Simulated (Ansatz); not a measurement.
# Mg2Ir (built on the sites of a database entry of Sr2Rh): relaxing the cell for a phonon run

Aim: bring Mg2Ir (built on the sites of a database entry of Sr2Rh) to small forces and stress, as phonons need.

Method: DFT PBEsol, scalar-relativistic, plane waves, PAW, in Ansatz 0.2.0.

The structure was built from a prototype and need not be the compound's stable phase.

### Step 1. Set-up

It takes space group Fm-3m (No. 225, cubic). The conventional cell has a = 5.988 Å, b = 5.988 Å, c = 5.988 Å, α = 90.00°, β = 90.00°, γ = 90.00°. Nearest to Mg lie 4 Ir at 2.59 Å. Nearest to Ir lie 8 Mg at 2.59 Å. Farther neighbours are not listed.

As a file:

```cif
data_structure
_symmetry_space_group_name_H-M 'Fm-3m'
_symmetry_Int_Tables_number 225
_cell_length_a 5.9882
_cell_length_b 5.9882
_cell_length_c 5.9882
_cell_angle_alpha 90.000
_cell_angle_beta 90.000
_cell_angle_gamma 90.000
_cell_volume 214.73
loop_
_atom_site_label
_atom_site_type_symbol
_atom_site_symmetry_multiplicity
_atom_site_Wyckoff_symbol
_atom_site_fract_x
_atom_site_fract_y
_atom_site_fract_z
_atom_site_occupancy
Mg1 Mg 8 c 0.25000 0.25000 0.75000 1
Ir1 Ir 4 a 0.00000 0.00000 0.00000 1
```

### Step 2. Probe on a coarse mesh

A quick single point on a coarse mesh tells whether the cell has a gap and how far it is from rest, which sets the k mesh and smearing that follow.

File input.yaml:

```yaml
crystal:
  lattice:
    - [0.0, 2.9941, 2.9941]
    - [2.9941, 0.0, 2.9941]
    - [2.9941, 2.9941, 0.0]
  atoms:
    - { symbol: Mg, position: [0.75, 0.75, 0.75] }
    - { symbol: Mg, position: [0.25, 0.25, 0.25] }
    - { symbol: Ir, position: [0.0, 0.0, 0.0] }
kpoints:
  mp_grid: { grid: [6, 6, 6] }
hamiltonian:
  xc: pbesol
scf:
  occupations: { method: gaussian, width: 0.1 }
output:
  forces: true
  stress: true
  eigenvalues: true
```

Run with:

```bash
$ ansatz run input.yaml --threads 8 --pin off --max-ram 14336MiB --backend cpu --events-out ev --progress --plain --runs-dir out
```

Numbers of over 12 decimals in the logs are rounded to 6 here.

Output:

```text
Engine: ansatz 0.2.0, aarch64-unknown-linux-gnu
Pseudopotentials: kind: paw
Pseudopotential: Mg, paw, valence charge 10, recommended cutoff 420 eV (normal), Mg.paw.azcp
Pseudopotential: Ir, paw, valence charge 17, recommended cutoff 420 eV (normal), Ir.paw.azcp
Functional definition: PBEsol
  exchange = pbesol_x
  correlation = pbesol_c
Crystal: 3 atoms, lattice volume = 53.682 Å³
[...]
--- Band table (eV; the first three rows and the last of 16) ---
  k-point 0: bands = [... 15 lower, 8.0767, 9.0131, 9.0131, 15.9147, 15.9147, 15.9147, 19.1832, 19.3363]
  k-point 1: bands = [... 15 lower, 8.1746, 8.9883, 8.9883, 13.5206, 15.6096, 15.6096, 18.3090, 19.0922]
  k-point 2: bands = [... 15 lower, 8.2584, 9.1276, 9.1276, 10.5995, 14.7528, 14.7528, 17.4113, 18.5896]
  k-point 15: bands = [... 15 lower, 8.2310, 9.2015, 9.4438, 9.9418, 11.1035, 12.0655, 17.0256, 18.3074]
[key lines of the parts left out:]
SCF converged after 6 iterations
Free energy (F): -15623.029764 eV
Fermi energy:    10.192685 eV
P = ⅓ Tr σ = 7.6152 GPa (76.152 kbar)
```

The job ended after 0.37 s (8 threads of Arm Neoverse V2, shared host; peak memory 0.33 GiB; 1.3 s of CPU time).

Numbers from this step:

| Property | Result |
| --- | --- |
| pressure | 7.615 GPa |
| volume per atom | 17.89 Å³ |
| gap on the k-mesh | 0 eV |

The coarse mesh shows no gap and a pressure of 7.6 GPa.

### Step 3. Relaxation

Harmonic phonons are second derivatives at a point where the forces vanish, and they are wanted at zero stress, so atoms and cell are relaxed first.

input.yaml, the sections that differ from step 2:

```yaml
kpoints:
  mp_grid: { grid: [10, 10, 10] }
output:
  forces: true
  stress: true
  eigenvalues: true
  write_density: true
  write_potential: true
  elf: true
  volumetric_format: npy
relax:
  adjacent_minimum: "off"
  f_tol: 0.005
  max_steps: 80
  cell: { stress_tol: 0.05 }
# crystal, hamiltonian, scf: as in step 2
```

Output:

```text
[...]
Crystal: 3 atoms, lattice volume = 53.682 Å³
Basis set: ecut = 420 eV, 1067 PW (Γ), exchange–correlation on 60×60×60 points (8 copies of the dense FFT grid, shifted against one another)
Bands: 23, of which v1, the nominal top of the filled ones, is band 19 counted from 1 (18 counted from 0)
Symmetry: 48 space group operations
[...]
k-points: 47 of 1000
[...]
SCF iter   1: F=—  HF=-15623.006616 eV  |F-HF|=—  |Δ(HF+E_count)|=         —  Δρ=3.30e-3  dr2=3.21e-3  ethr=1.77e-3  ⟨swp⟩=5.1  Hψ=4318  notcnv=0
[...]
SCF iter   7: F=-15623.006634 eV  HF=-15623.006634 eV  |F-HF|=9.28e-9  |Δ(HF+E_count)|=   4.16e-8  Δρ=5.64e-6  dr2=1.69e-8  ethr=2.70e-10  ⟨swp⟩=9.0  Hψ=6246  notcnv=0
SCF 1 converged in 7 iterations: F = -15623.006634 eV  dr2 = 1.69e-8
[...]
relax step   1: F+E_penalty+E_count = -15623.00663404 eV  Δ(F+E_penalty+E_count) = +0.000e0 eV  max|allowed force component| = 2.313e-18 eV/Å  Δτ_max = 0.0000 Å  P = +7.737 GPa  Ω = 53.682 Å³  (7 SCF iters, dr2 threshold 1.00e-7 eV, accepted)
Crystal: 3 atoms, lattice volume = 58.494 Å³
Basis set: ecut = 420 eV, 1139 PW (Γ), exchange–correlation on 60×60×60 points (8 copies of the dense FFT grid, shifted against one another)
[...]
iter 1 solved again at ethr=1.33e-5 eV; its pass at ethr=3.10e-3 eV (dr2=4.94e-3 eV) is discarded
[...]
SCF iter   6: F=-15623.109646 eV  HF=-15623.109646 eV  |F-HF|=4.25e-9  |Δ(HF+E_count)|=   5.94e-8  Δρ=2.79e-6  dr2=6.41e-9  ethr=8.11e-10  ⟨swp⟩=8.4  Hψ=6457  notcnv=0
SCF 2 converged in 6 iterations: F = -15623.109646 eV  dr2 = 6.41e-9
relax step   2: F+E_penalty+E_count = -15623.10964644 eV  Δ(F+E_penalty+E_count) = -1.030e-1 eV  max|allowed force component| = 8.095e-17 eV/Å  Δτ_max = 0.0000 Å  P = -0.280 GPa  Ω = 58.494 Å³  energy of the carried Pulay correction = -5.132e-4 eV  (6 SCF iters, dr2 threshold 3.00e-7 eV, accepted)
Crystal: 3 atoms, lattice volume = 58.311 Å³
[...]
SCF iter   3: F=-15623.109843 eV  HF=-15623.109843 eV  |F-HF|=1.22e-7  |Δ(HF+E_count)|=   1.17e-6  Δρ=1.67e-5  dr2=1.85e-7  ethr=5.28e-10  ⟨swp⟩=6.6  Hψ=6976  notcnv=0
SCF 3 converged in 3 iterations: F = -15623.109843 eV  dr2 = 1.85e-7
relax step   3: F+E_penalty+E_count = -15623.10984326 eV  Δ(F+E_penalty+E_count) = -1.968e-4 eV  max|allowed force component| = 7.556e-17 eV/Å  Δτ_max = 0.0000 Å  P = -0.033 GPa  Ω = 58.311 Å³  energy of the carried Pulay correction = -4.946e-4 eV  (3 SCF iters, dr2 threshold 1.95e-7 eV, accepted)
[...]
SCF iter   6: F=-15623.110230 eV  HF=-15623.110230 eV  |F-HF|=5.46e-12  |Δ(HF+E_count)|=  4.37e-11  Δρ=9.45e-8  dr2=5.90e-12  ethr=1.00e-12  ⟨swp⟩=4.6  Hψ=5062  notcnv=0
SCF 4 converged in 6 iterations: F = -15623.110230 eV  dr2 = 5.90e-12
relax step   4: F+E_penalty+E_count = -15623.11022970 eV  Δ(F+E_penalty+E_count) = -3.864e-4 eV  max|allowed force component| = 7.710e-17 eV/Å  Δτ_max = 0.0000 Å  P = -0.036 GPa  Ω = 58.311 Å³  stress off target by 3.65e-2 GPa  SCF on the basis re-selected at this cell (its energy is not comparable with the rows above)  (6 SCF iters)
basis re-selected at this cell: Δ(F+E_penalty+E_count) = -3.864e-4 eV, ΔP = -0.003 GPa vs the last step (what re-selecting the basis moved, of the pressure what is left beyond the Pulay correction that the steps carried, after the strain that the cell walked since its last selection, with what the two solves' SCF thresholds leave and, on support functions, any second-order correction that the steps lacked; it is no m [...]
SCF converged after 6 iterations
Free energy (F): -15623.110230 eV
[...]
Internal energy: -15623.102674 eV  (E = F + TS)
E sigma→0 (E₀):  -15623.106452 eV
Entropy (-TS):   -0.007555 eV (-2.518 meV/atom)
Fermi energy:    9.132097 eV
[...]
--- Stress (GPa, compression-positive) ---
       -0.036490      -0.000000       0.000000
       -0.000000      -0.036490       0.000000
        0.000000       0.000000      -0.036490
  P = ⅓ Tr σ = -0.0365 GPa (-0.365 kbar)
--- Band table (eV; the first three rows and the last of 47) ---
  k-point 0: bands = [... 15 lower, 7.1743, 8.0699, 8.0699, 14.5912, 14.5912, 14.5912, 17.2736, 17.5929]
  k-point 1: bands = [... 15 lower, 7.2114, 8.0565, 8.0565, 13.4502, 14.4616, 14.4616, 16.9320, 17.7475]
  k-point 2: bands = [... 15 lower, 7.2939, 8.0498, 8.0498, 11.6293, 14.0845, 14.0845, 16.5417, 17.4190]
  k-point 46: bands = [... 15 lower, 7.0417, 8.1980, 8.4237, 9.0525, 9.7206, 10.8748, 16.1327, 16.9205]
--- Relaxed structure (3 steps of the walk, 3 accepted, 1 SCFs on fresh bases) ---
  F+E_penalty+E_count = -15623.11022970 eV   max|allowed force component| = 7.710e-17 eV/Å   (the final SCF, on the basis selected at the relaxed cell)
  cell:  # Å, volume = 58.3114 Å³
    - [0, 3.077805, 3.077805]
    - [3.077805, 0, 3.077805]
    - [3.077805, 3.077805, 0]
  atoms:
    - { symbol: Mg, position: [0.750000, 0.750000, 0.750000] }
    - { symbol: Mg, position: [0.25, 0.25, 0.25] }
    - { symbol: Ir, position: [0, 0, 0] }
```

Elapsed: 2 s, on 8 threads; peak memory 0.41 GiB.

The steps of the relaxation:

| step | energy less that of the first step (eV) | largest force component (eV/Å) | pressure (GPa) | volume (Å³) |
| --- | --- | --- | --- | --- |
| 1 | 0.0000 | 0.0000 | 7.74 | 53.68 |
| 2 | -0.1030 | 0.0000 | -0.28 | 58.49 |
| 3 | -0.1032 | 0.0000 | -0.03 | 58.31 |
| 4* | -0.1036 | 0.0000 | -0.04 | 58.31 |

Relaxation steps marked * repeat the geometry before them on a plane-wave basis chosen anew for their cell, so energy and pressure can jump there.

The run keeps the 48 symmetry operations that it works with, so distortions that break them were not tested.

```csv
"conventional cell, symmetrised",before,after,change
a (Å),5.988,6.156,+2.8 %
b (Å),5.988,6.156,+2.8 %
c (Å),5.988,6.156,+2.8 %
volume (Å³/atom),17.89,19.44,+8.6 %
```

Final coordinates:

```cif
data_structure
_symmetry_space_group_name_H-M 'P 1'
_symmetry_Int_Tables_number 1
_cell_length_a 4.3527
_cell_length_b 4.3527
_cell_length_c 4.3527
_cell_angle_alpha 60.000
_cell_angle_beta 60.000
_cell_angle_gamma 60.000
_cell_volume 58.31
loop_
_atom_site_label
_atom_site_type_symbol
_atom_site_fract_x
_atom_site_fract_y
_atom_site_fract_z
_atom_site_occupancy
Mg1 Mg 0.75000 0.75000 0.75000 1
Mg2 Mg 0.25000 0.25000 0.25000 1
Ir3 Ir 0.00000 0.00000 0.00000 1
```

This step gave:

* pressure: -0.03649 GPa
* volume per atom: 19.44 Å³

Valence density in the ac plane of a cell with a along [110], b along [-110] and c along [001] of the cube at fractional y = 0.000, with atoms of Mg and Ir within 0.2 Å of it. It is the smooth field of the valence electrons, not physical close to the nuclei.

Values in e/Å³, 9 rows by 16 columns, each cell a mean:
```
 6  2  0  0  0  0  1  5  6  2  0  0  0  0  1  5
 1  0  0  5  7  1  0  1  1  0  0  5  7  1  0  1
 0  0  0  8 13  1  0  0  0  0  0  8 13  1  0  0
 0  0  0  0  0  0  0  0  0  0  0  0  0  0  0  0
 0  0  0  0  0  0  0  0  0  0  0  0  0  0  0  0
 0  0  0  1  1  0  0  0  0  0  0  1  1  0  0  0
 0  0  0 10 16  1  0  0  0  0  0 10 16  1  0  0
 1  1  0  2  3  0  0  1  1  1  0  2  3  0  0  1
 7  3  0  0  0  0  1  6  7  3  0  0  0  0  1  6
```
Columns run along a (8.7 Å), rows up along c (6.2 Å), edges of the conventional cell, whose origin can differ from the input's. Atoms in or near the plane, at fractional coordinates: Mg at (0.25, 0.75), Mg at (0.75, 0.75), Mg at (0.25, 0.25), Mg at (0.75, 0.25), Ir at (0.00, 0.00), Ir at (0.50, 0.00).

ELF in the ac plane of a cell with a along [110], b along [-110] and c along [001] of the cube at fractional y = 0.000, with atoms of Mg and Ir within 0.2 Å of it. It is the smooth field of the valence electrons, not physical close to the nuclei.

Ten even steps from '0' (0.05) to '9' (0.63), each cell a mean:
```
997564355689997564355689
975521114568975521114568
555314532555555314532555
555135451355555135451355
443035551244443035551244
222102310122222102310122
001221112210001221112210
001244543200001244543200
001233333200001233333200
011100101111011100101111
232014530133232014530133
454135451254454135451254
455225541455455225541455
665412312556665412312556
996542135579996542135579
797565566698797565566698
```
Columns run along a (8.7 Å), rows up along c (6.2 Å), edges of the conventional cell, whose origin can differ from the input's. Atoms in or near the plane, at fractional coordinates: Mg at (0.25, 0.75), Mg at (0.75, 0.75), Mg at (0.25, 0.25), Mg at (0.75, 0.25), Ir at (0.00, 0.00), Ir at (0.50, 0.00).

Electrostatic potential energy in the ac plane of a cell with a along [110], b along [-110] and c along [001] of the cube at fractional y = 0.000, with atoms of Mg and Ir within 0.2 Å of it. With pseudopotentials it is smooth inside the atoms' cores, unlike the true potential.

Ten even steps from '0' (-67 eV) to '9' (14 eV), each cell a mean:
```
026999999841026999999841
358998889864358998889864
889974368998889974368998
999850037999999850037999
999861048999999861048999
999986678999999986678999
999999899999999999899999
999999999999999999999999
999999999999999999999999
999998889999999998889999
999974368999999974368999
999850037999999850037999
999861048999999861048999
678986678987678986678987
247999899852247999899852
015899999730015899999730
```
Columns run along a (8.7 Å; values clipped at the 3rd and 97th percentile), rows up along c (6.2 Å), edges of the conventional cell, whose origin can differ from the input's. Atoms in or near the plane, at fractional coordinates: Mg at (0.25, 0.75), Mg at (0.75, 0.75), Mg at (0.25, 0.25), Mg at (0.75, 0.25), Ir at (0.00, 0.00), Ir at (0.50, 0.00).

In this step the volume went from 17.89 to 19.44 Å³/atom.

### Step 4. Bringing the structure to rest

The relaxation is repeated from its end on the same settings, as a check that it has come to rest.

input.yaml: that of step 3 with these lines changed.

```diff
@@ -2,5 +2,5 @@
   lattice:
-    - [0.0, 2.9941, 2.9941]
-    - [2.9941, 0.0, 2.9941]
-    - [2.9941, 2.9941, 0.0]
+    - [0.0, 3.0778048331, 3.0778048331]
+    - [3.0778048331, 0.0, 3.0778048331]
+    - [3.0778048331, 3.0778048331, 0.0]
   atoms:
```

Output:

```text
[...]
Crystal: 3 atoms, lattice volume = 58.311 Å³
Basis set: ecut = 420 eV, 1139 PW (Γ), exchange–correlation on 60×60×60 points (8 copies of the dense FFT grid, shifted against one another)
Bands: 23, of which v1, the nominal top of the filled ones, is band 19 counted from 1 (18 counted from 0)
[... 1 set-up line as in the run before ...]
[...]
k-points: 47 of 1000
[...]
--- Relaxed structure (1 steps of the walk, 1 accepted, 1 SCFs on fresh bases) ---
[...]
cell:  # Å, volume = 58.3114 Å³
    - [0.0, 3.0778048331, 3.0778048331]
    - [3.0778048331, 0.0, 3.0778048331]
    - [3.0778048331, 3.0778048331, 0.0]
  atoms:
    - { symbol: Mg, position: [0.750000, 0.750000, 0.750000] }
    - { symbol: Mg, position: [0.25, 0.25, 0.25] }
    - { symbol: Ir, position: [0.0, 0.0, 0.0] }
[key lines of the parts left out:]
SCF converged after 4 iterations
Free energy (F): -15623.110230 eV
Fermi energy:    9.132097 eV
P = ⅓ Tr σ = -0.0365 GPa (-0.365 kbar)
```

Wall time 1.1 s (8 threads); peak memory 0.4 GiB; 6.2 s of CPU time.

Little changed from the start: no atom moved by 0.005 Å and no cell edge by 0.1 %.

Electrostatic potential energy in the ac plane of a cell with a along [110], b along [-110] and c along [001] of the cube at fractional y = 0.000, with atoms of Mg and Ir within 0.2 Å of it. With pseudopotentials it is smooth inside the atoms' cores, unlike the true potential.

Values in eV, 9 rows by 16 columns, each cell a mean:
```
-50 -17   7   7   6   8  -5 -43 -50 -17   7   7   6   8  -5 -43
  1   7   3 -28 -37  -3   8   3   1   7   3 -28 -37  -3   8   3
 13  11   2 -40 -51  -7  10  13  13  11   2 -40 -51  -7  10  13
 14  13   9   3   1   8  12  14  14  13   9   3   1   8  12  14
 14  13  12  10  10  11  13  14  14  13  12  10  10  11  13  14
 14  12   8  -4  -8   5  11  13  14  12   8  -4  -8   5  11  13
 12  11   1 -47 -59  -9   9  12  12  11   1 -47 -59  -9   9  12
 -8   4   5 -15 -22   1   6  -5  -8   4   5 -15 -22   1   6  -5
-58 -23   7   9   9   9  -9 -51 -58 -23   7   9   9   9  -9 -51
```
Columns run along a (8.7 Å; values clipped at the 3rd and 97th percentile), rows up along c (6.2 Å), edges of the conventional cell, whose origin can differ from the input's. Atoms in or near the plane, at fractional coordinates: Mg at (0.25, 0.75), Mg at (0.75, 0.75), Mg at (0.25, 0.25), Mg at (0.75, 0.25), Ir at (0.00, 0.00), Ir at (0.50, 0.00).

ELF in the ac plane of a cell with a along [110], b along [-110] and c along [001] of the cube at fractional y = 0.000, with atoms of Mg and Ir within 0.2 Å of it. It is the smooth field of the valence electrons, not physical close to the nuclei.

Values, 9 rows by 16 columns, each cell a mean:
```
0.60 0.47 0.37 0.25 0.22 0.34 0.42 0.58 0.60 0.47 0.37 0.25 0.22 0.34 0.42 0.58
0.37 0.37 0.20 0.27 0.30 0.18 0.34 0.37 0.37 0.37 0.20 0.27 0.30 0.18 0.34 0.37
0.29 0.28 0.12 0.33 0.34 0.16 0.23 0.30 0.29 0.28 0.12 0.33 0.34 0.16 0.23 0.30
0.10 0.14 0.15 0.15 0.15 0.14 0.16 0.11 0.10 0.14 0.15 0.15 0.15 0.14 0.16 0.11
0.05 0.11 0.23 0.31 0.31 0.26 0.15 0.06 0.05 0.11 0.23 0.31 0.31 0.26 0.15 0.06
0.14 0.17 0.12 0.15 0.18 0.11 0.16 0.15 0.14 0.17 0.12 0.15 0.18 0.11 0.16 0.15
0.32 0.32 0.14 0.35 0.33 0.19 0.26 0.33 0.32 0.32 0.14 0.35 0.33 0.19 0.26 0.33
0.43 0.38 0.24 0.22 0.25 0.19 0.37 0.41 0.43 0.38 0.24 0.22 0.25 0.19 0.37 0.41
0.56 0.51 0.38 0.32 0.29 0.39 0.43 0.60 0.56 0.51 0.38 0.32 0.29 0.39 0.43 0.60
```
Columns run along a (8.7 Å), rows up along c (6.2 Å), edges of the conventional cell, whose origin can differ from the input's. Atoms in or near the plane, at fractional coordinates: Mg at (0.25, 0.75), Mg at (0.75, 0.75), Mg at (0.25, 0.25), Mg at (0.75, 0.25), Ir at (0.00, 0.00), Ir at (0.50, 0.00).

Valence density in the ac plane of a cell with a along [110], b along [-110] and c along [001] of the cube at fractional y = 0.000, with atoms of Mg and Ir within 0.2 Å of it. It is the smooth field of the valence electrons, not physical close to the nuclei.

Ten steps, logarithmic in the rise over the least value, from '_' (0 e/Å³) to '@' (23 e/Å³), each cell a mean:
```
##**==::..______..--**####**==::..______..--**##
**++--............::==++**++--............::==++
--::....::++**==....::::--::....::++**==....::::
........==@@@@##..__............==@@@@##..__....
________--%%@@**..______________--%%@@**..______
________..--==::________________..--==::________
________________________________________________
________________________________________________
________________________________________________
__________....____________________....__________
________::++**==________________::++**==________
________==@@@@##..______________==@@@@##..______
........--%%@@**................--%%@@**........
==--::....--==::....::====--::....--==::....::==
##**--....____....::++**##**--....____....::++**
####==::..______..--**######==::..______..--**##
```
Columns run along a (8.7 Å), rows up along c (6.2 Å), edges of the conventional cell, whose origin can differ from the input's. Atoms in or near the plane, at fractional coordinates: Mg at (0.25, 0.75), Mg at (0.75, 0.75), Mg at (0.25, 0.25), Mg at (0.75, 0.25), Ir at (0.00, 0.00), Ir at (0.50, 0.00).

In this step the volume went from 19.44 to 19.44 Å³/atom.

### Step 5. Relaxing to small forces for the phonons

Phonons need a cell at rest on their own settings, so the relaxation is repeated with tight tolerances on forces and stress on the k mesh and occupations of the first response run.

input.yaml, the sections that differ from step 4:

```yaml
scf:
  occupations: { method: methfessel_paxton, width: 0.15 }
output:
  forces: true
  stress: true
  eigenvalues: true
relax:
  adjacent_minimum: "off"
  f_tol: 0.001
  max_steps: 60
  cell: { stress_tol: 0.01 }
# crystal, kpoints, hamiltonian: as in step 4
```

Output:

```text
[...]
Crystal: 3 atoms, lattice volume = 58.311 Å³
Basis set: ecut = 420 eV, 1139 PW (Γ), exchange–correlation on 60×60×60 points (8 copies of the dense FFT grid, shifted against one another)
Bands: 23, of which v1, the nominal top of the filled ones, is band 19 counted from 1 (18 counted from 0)
[... 1 set-up line as in the run before ...]
[...]
k-points: 47 of 1000
[...]
k-point 46: bands = [... 15 lower, 7.0474, 8.2045, 8.4302, 9.0596, 9.7279, 10.8826, 16.1417, 16.9308]
--- Relaxed structure (3 steps of the walk, 3 accepted, 1 SCFs on fresh bases) ---
[...]
cell:  # Å, volume = 58.2802 Å³
    - [0, 3.077257, 3.077257]
    - [3.077257, 0, 3.077257]
    - [3.077257, 3.077257, 0]
  atoms:
    - { symbol: Mg, position: [0.75, 0.75, 0.75] }
    - { symbol: Mg, position: [0.25, 0.25, 0.25] }
    - { symbol: Ir, position: [0, 0, 0] }
[key lines of the parts left out:]
SCF converged after 5 iterations
Free energy (F): -15623.106985 eV
Fermi energy:    9.138097 eV
P = ⅓ Tr σ = 0.0002 GPa (0.002 kbar)
```

Elapsed: 1.8 s, on 8 threads; peak memory 0.41 GiB.

Little changed from the start: no atom moved by 0.005 Å and no cell edge by 0.1 %.

Numbers from this step:

| Quantity | Value |
| --- | --- |
| pressure | 2.38e-4 GPa |
| volume per atom | 19.43 Å³ |

The forces vanish by symmetry and the pressure is 0.000 GPa, within the tolerances set. The cell now holds 19.43 Å³/atom.

### Step 6. Results

```
space group after relaxation (within 0.01 Å) : Fm-3m
lattice constant a                           : 6.155 Å
lattice constant b                           : 6.155 Å
lattice constant c                           : 6.155 Å
volume per atom                              : 19.4 Å³
```

**Reading.** The forces vanish by symmetry and the pressure is 0.000 GPa, within the tolerances set. The cell now holds 19.43 Å³/atom. The relaxation keeps the symmetry of its start, so it says nothing on stability against lower symmetry. The runs are without spin polarisation, although the cell has an odd electron count. Spin-orbit coupling is left out, which can matter for the heavy elements here. The starting cell was built on a prototype and not taken from a measurement, so the phase need not exist.

[Logs are printed without paths, hosts, clocks, repeated set-up lines and the standing remarks that a program may print on its own settings, such as how far it seeks lower states.]

[Hosts, paths, dates, database ids (printed as entryN), source tags and the programs' standing remarks are cut or masked in the printed files.]
